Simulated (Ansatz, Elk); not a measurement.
**Bonding as seen by X-rays: Y2VPb2**

The structure of Y2VPb2 used here is made up (a known structure type with other elements) and was relaxed beforehand with PBEsol. The aim is the Fourier transform of its all-electron density, F(hkl), set beside the sum over free spherical atoms that refinements use.

Program: Elk 11.2.3 (patched build). Level of theory: DFT, PBE, all-electron APW+lo, Dirac cores, scalar-relativistic bands, static density, ferromagnetic start. Results are calculated unless marked as measured.

This account leaves out most program logs.

The structure was built from a prototype and need not be the compound's stable phase.

### 1. Starting point

The structure is orthorhombic, space group Immm (No. 71). The conventional cell has a = 4.385 Å, b = 6.447 Å, c = 9.027 Å, α = 90.00°, β = 90.00°, γ = 90.00°. Pb has 2 V at 2.78 Å and 1 Pb at 3.03 Å and 6 Y at 3.16 to 3.25 Å nearest. Nearest to Y lie 6 Pb at 3.16 to 3.25 Å and 2 V at 3.45 Å. V has 4 Pb at 2.78 Å and 4 Y at 3.45 Å nearest. Farther neighbours are not listed.

As a file:

```cif
data_structure
_symmetry_space_group_name_H-M 'P 1'
_symmetry_Int_Tables_number 1
_cell_length_a 5.9641
_cell_length_b 5.9641
_cell_length_c 5.9641
_cell_angle_alpha 136.867
_cell_angle_beta 114.563
_cell_angle_gamma 81.635
_cell_volume 127.59
loop_
_atom_site_label
_atom_site_type_symbol
_atom_site_fract_x
_atom_site_fract_y
_atom_site_fract_z
_atom_site_occupancy
Pb1 Pb 0.73521 0.50000 0.23521 1
Pb2 Pb 0.26479 0.50000 0.76479 1
Y3 Y 0.70526 0.20526 0.50000 1
Y4 Y 0.29474 0.79474 0.50000 1
V5 V 0.00000 0.00000 0.00000 1
```

### 2. Ground state and structure factors

An all-electron density is needed, since X-rays see the cores too. Task 0 finds the density and task 195 Fourier-transforms it; tshift is off so that phases refer to the origin typed.

The input, elk.in:

```
tasks
  0
  195
  196

xctype
  20

spinpol
  .true.

rgkmax
  7.0

gmaxvr
  14.0

lmaxo
  7

lmaxapw
  8

swidth
  0.002

tshift
  .false.

ramdisk
  .false.

hmaxvr
  5.5

maxscl
  120

epspot
  1e-06

reducebf
  0.8

sppath
  './'

avec
  -4.14279096710 6.09179725082 8.52942278102
  4.14279096710 -6.09179725082 8.52942278102
  4.14279096710 6.09179725082 -8.52942278102

atoms
  3
  'Pb.in'
  2
  0.7352075504 0.5000000000 0.2352075504   0.000000 0.000000 0.000000
  0.2647924496 0.5000000000 0.7647924496   0.000000 0.000000 0.000000
  'Y.in'
  2
  0.7052569519 0.2052569519 0.5000000000   0.000000 0.000000 0.000000
  0.2947430481 0.7947430481 0.5000000000   0.000000 0.000000 0.000000
  'V.in'
  1
  -0.0000000000 0.0000000000 -0.0000000000   0.000000 0.000000 -0.115000

ngridk
  5 5 5
```

Started as:

```sh
$ OMP_NUM_THREADS=4 elk
```

It took 7.9 min on 4 threads of Intel Xeon Platinum 8259CL at 2.50GHz (Skylake/Cascade Lake), shared host; peak memory 0.6 GiB.

SFACRHO.OUT:

```text

h k l indices transformed by vhmat matrix:
   1.000000000       0.000000000       0.000000000    
   0.000000000       1.000000000       0.000000000    
   0.000000000       0.000000000       1.000000000    

      h      k      l  multipl.   |H|            Re(F)            Im(F)           |F|

      0      0      0      1   0.0000000       265.00000      0.31432046E-15   265.00000    
      0     -1      1      4  0.63373349      -13.405209     -0.11941985E-13   13.405209    
      1      1     -1      2  0.73664836       114.81016     -0.18818888E-12   114.81016    
      0      1      0      4  0.84304414      -112.47483      0.89585179E-13   112.47483    
      0      0     -1      4  0.91706933      -33.951081     -0.19959483E-13   33.951081    
     -1      1     -1      2   1.0314173      -60.139147      0.12170234E-12   60.139147    
     -1     -1      0      8   1.1762937       84.444802     -0.14858278E-13   84.444802    
     -1     -2      2      4   1.2193932       51.099739     -0.71684925E-13   51.099739    
      0     -2      2      4   1.2674670      -173.16939     -0.21509514E-12   173.16939    
      1     -2      1      8   1.3321205       170.27256      0.21510166E-12   170.27256    
     -2     -1      2      4   1.3401586      -167.18964     -0.24795826E-12   167.18964    
     -2     -2      2      2   1.4732967       177.02024      0.28083273E-12   177.02024    
      1     -1     -1      2   1.5166552       208.94532      0.28401840E-15   208.94532    
      2     -1      1      4   1.5903652       36.120835      0.41801619E-13   36.120835    
     -1      2      0      8   1.6437339      -12.604570      0.11929753E-13   12.604570    
      2      0     -2      4   1.6860883       97.410525     -0.20609095E-12   97.410525    
     -3      0      1      8   1.6911081       100.83452      0.59761655E-13   100.83452    
      2     -2      1      4   1.7229799      -76.742329     -0.41031128E-13   76.742329
```

Elk indexes on the primitive cell of elk.in and gives |H| = 4π sin θ/λ in inverse bohr. Below, one row stands for each form hkl of the conventional cell (m members, Friedel mates merged), F is for one primitive cell and the density is static (no thermal factor). Free-atom factors are Waasmaier and Kirfel's, and R is Σm||F|−|F'||/Σm|F|.

```tsv
hkl	m	sin θ/λ (Å⁻¹)	abs F, DFT	neutral atoms	diff.
011	4	0.095	13.405	13.579	-0.174
002	2	0.111	114.810	114.754	+0.056
101	4	0.127	112.475	112.710	-0.235
110	4	0.138	33.951	33.979	-0.028
020	2	0.155	60.139	60.143	-0.004
112	8	0.177	84.445	84.586	-0.141
013	4	0.183	51.100	51.247	-0.148
022	4	0.191	173.169	173.423	-0.254
121	8	0.200	170.273	170.612	-0.339
103	4	0.202	167.190	167.536	-0.346
004	2	0.222	177.020	177.550	-0.530
200	2	0.228	208.945	209.520	-0.575
031	4	0.239	36.121	36.259	-0.138
211	8	0.247	12.605	12.539	+0.066
```

### 3. The magnetisation density

The same run holds the spin density, and task 196 transforms it. The order is that of the start, and no other was tried.

SFACMAG_1.OUT:

```text

h k l indices transformed by vhmat matrix:
   1.000000000       0.000000000       0.000000000    
   0.000000000       1.000000000       0.000000000    
   0.000000000       0.000000000       1.000000000    

      h      k      l  multipl.   |H|            Re(F)            Im(F)           |F|

      0      0      0      1   0.0000000       2.9843496      0.35626288E-17   2.9843496    
      0     -1      1      4  0.63373349       2.4593234      0.16775498E-16   2.4593234    
      1      1     -1      2  0.73664836       1.7184035     -0.32188078E-16   1.7184035    
      0      1      0      4  0.84304414       2.0496371      0.75147714E-16   2.0496371    
      0      0     -1      4  0.91706933       2.0878738     -0.34906012E-16   2.0878738    
     -1      1     -1      2   1.0314173       1.9198652     -0.56934972E-16   1.9198652    
     -1     -1      0      8   1.1762937       1.4256374     -0.22810736E-16   1.4256374    
     -1     -2      2      4   1.2193932       1.2185954     -0.40223144E-16   1.2185954    
      0     -2      2      4   1.2674670       1.2094129      0.23136819E-16   1.2094129    
      1     -2      1      8   1.3321205       1.2425331     -0.15183680E-16   1.2425331    
     -2     -1      2      4   1.3401586      0.99669076      0.25749602E-16  0.99669076    
     -2     -2      2      2   1.4732967      0.87010685      0.52092972E-16  0.87010685    
      1     -1     -1      2   1.5166552       1.0365969     -0.67558277E-17   1.0365969    
      2     -1      1      4   1.5903652       1.0551100      0.10840270E-16   1.0551100    
     -1      2      0      8   1.6437339      0.89310553      0.13160318E-16  0.89310553    
      2      0     -2      4   1.6860883      0.95021875     -0.28382448E-16  0.95021875
```

The total moment is 2.98 μB a cell; sphere moments: Pb1 -0.02, Pb2 -0.02, Y3 +0.02, Y4 +0.02, V5 +2.31 μB. Polarised neutrons measure spin and orbital magnetisation together; without spin-orbit coupling the run gives the spin part:

```tsv
hkl	sin θ/λ (Å⁻¹)	abs F_M (μB)
011	0.095	2.459
002	0.111	1.718
101	0.127	2.050
110	0.138	2.088
020	0.155	1.920
112	0.177	1.426
013	0.183	1.219
022	0.191	1.209
121	0.200	1.242
103	0.202	0.997
004	0.222	0.870
200	0.228	1.037
031	0.239	1.055
211	0.247	0.893
```

### 4. The highest occupied states alone

An energy window below the Fermi level keeps the highest occupied states, to see at which angles they scatter; shallow core shells can lie inside it and anion s states outside. No new self-consistency is needed.

elk.in, as its differences from that of step 2:

```diff
@@ -1,5 +1,3 @@
 tasks
-  0
   195
-  196
 
@@ -44,2 +42,5 @@
 
+wsfac
+  -0.173330 0.567660
+
 sppath
```

Started as:

```sh
$ OMP_NUM_THREADS=4 elk
```

The job ended after 22 s (4 threads; peak memory 0.29 GiB).

States within 12 eV below the Fermi level hold 19.00 electrons; any levels below the window count with the cores. Their amplitudes can exceed the total, where window and core parts have opposite phase:

```tsv
hkl	sin θ/λ (Å⁻¹)	abs F, window	abs F, all
011	0.095	2.445	13.405
002	0.111	5.373	114.810
101	0.127	0.183	112.475
110	0.138	1.879	33.951
020	0.155	0.798	60.139
112	0.177	2.061	84.445
013	0.183	1.716	51.100
022	0.191	0.896	173.169
121	0.200	1.943	170.273
103	0.202	1.175	167.190
```

### 5. Another functional

The difference from free atoms is small, so it is set against the change that LDA (Perdew-Wang) makes.

elk.in, as its differences from that of step 4:

```diff
@@ -1,6 +1,8 @@
 tasks
+  0
   195
+  196
 
 xctype
-  20
+  3
 
@@ -42,5 +44,2 @@
 
-wsfac
-  -0.173330 0.567660
-
 sppath
```

Started as:

```sh
$ OMP_NUM_THREADS=4 elk
```

The job ended after 4.7 min (4 threads; peak memory 0.41 GiB).

Against the first run R = 0.01 %; the largest change is -0.046 at 204. The moment goes from 2.98 to 2.66 μB.

### 6. A coarser k-mesh

About half the k-points along each axis test the sampling.

elk.in, as its differences from that of step 5:

```diff
@@ -6,3 +6,3 @@
 xctype
-  3
+  20
 
@@ -67,2 +67,2 @@
 ngridk
-  5 5 5
+  2 2 2
```

Started as:

```sh
$ OMP_NUM_THREADS=4 elk
```

Elapsed: 4.1 min, on 4 threads; peak memory 0.59 GiB; 9.4 min of CPU time.

Against the first run R = 0.02 %; the largest change is -0.103 at 200. The moment goes from 2.98 to 2.36 μB.

### 7. Settings against the effect

```tsv
run	R against the first run (%)	R against neutral atoms, low angle (%)	wall time
PBE, rgkmax 7	0.00	0.19	7.9 min
LDA (Perdew-Wang)	0.01	0.19	4.7 min
k-mesh 2×2×2	0.02	0.19	4.1 min
```

### 8. What came out

```json
{"R against neutral atoms, sin θ/λ < 0.3 Å⁻¹": "0.19 %", "R against neutral atoms, 0.3 to 0.60 Å⁻¹": "0.07 %"}
```

What this shows: Independent neutral atoms miss the calculated amplitudes by R = 0.19 % below 0.3 Å⁻¹ and 0.07 % from there to 0.60 Å⁻¹; by shells, 0.21 % below 0.15 Å⁻¹ (4 forms), 0.19 % 0.15 to 0.3 (22 forms), 0.05 % 0.3 to 0.45 (42 forms), 0.08 % above 0.45 (81 forms). Bonding, aspherical density and the tables' own atoms all enter these figures, and the runs don't part them. The largest change of an amplitude is -0.58 electrons, at 200. The magnetic order is that of the start. No other order was tried here, and an antiferromagnetic one would change or move the magnetic intensity. The window's part falls from 19.0 electrons at the origin to at most 0.49 between 0.45 and 0.60 Å⁻¹. Below 0.3 Å⁻¹ the changes that finished (LDA (Perdew-Wang) and k-mesh 2×2×2) move F by R = 0.03 % at most, against the 0.19 % that separates it from free atoms. The magnetic factors move by R = 6.5 % (LDA (Perdew-Wang)) and 5.5 % (k-mesh 2×2×2), so they aren't settled to better than that. The basis has no finished test. Spin-orbit coupling is left out, which can matter for elements this heavy. Part of the difference isn't bonding: the tables are fits to free atoms and ions calculated by other methods than this functional. Thermal motion, anomalous dispersion and extinction are left out.

[Logs are printed without paths, hosts, clocks, repeated set-up lines and the standing remarks that a program may print on its own settings, such as how far it seeks lower states.]

[Hosts, paths, dates, database ids (printed as entryN), source tags and the programs' standing remarks are cut or masked in the printed files.]
